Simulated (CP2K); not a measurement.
The F K edge of fluoroacetylene was computed by TDDFT (CP2K XAS_TDP, aug-cc-pVTZ, TDA) at these levels: PBE, PBEh(45%) and PBEh(45%) + GW2X. The first three lines of F3 (bonded to C) with a strength over 0.0015, energy in eV and strength:

| run | first | second | third |
| --- | --- | --- | --- |
| 1 | 661.97 (0.003) | 662.74 (0.012) | 663.77 (0.004) |
| 2 | 688.12 (0.030) | 690.29 (0.025) | 690.99 (0.013) |
| 3 | 683.60 (0.030) | 685.77 (0.026) | 686.48 (0.013) |

Q: Which run is which?

Run 1: PBE (0 % exact exchange). Run 2: PBEh(45%) + GW2X (45 % exact exchange). Run 3: PBEh(45%) (45 % exact exchange). Self-interaction lifts the core level, so the uncorrected lines rise with the share of exact exchange. The GW2X run keeps the spacings of its parent: 2.17 eV between the first two lines in run 2, 2.17 eV in run 3. Its shift is +4.52 eV, since the Kohn–Sham level at this share of exchange lies that far above the quasiparticle level.

[Hosts, paths, dates, database ids (printed as entryN), source tags and the programs' standing remarks are cut or masked in the printed files.]
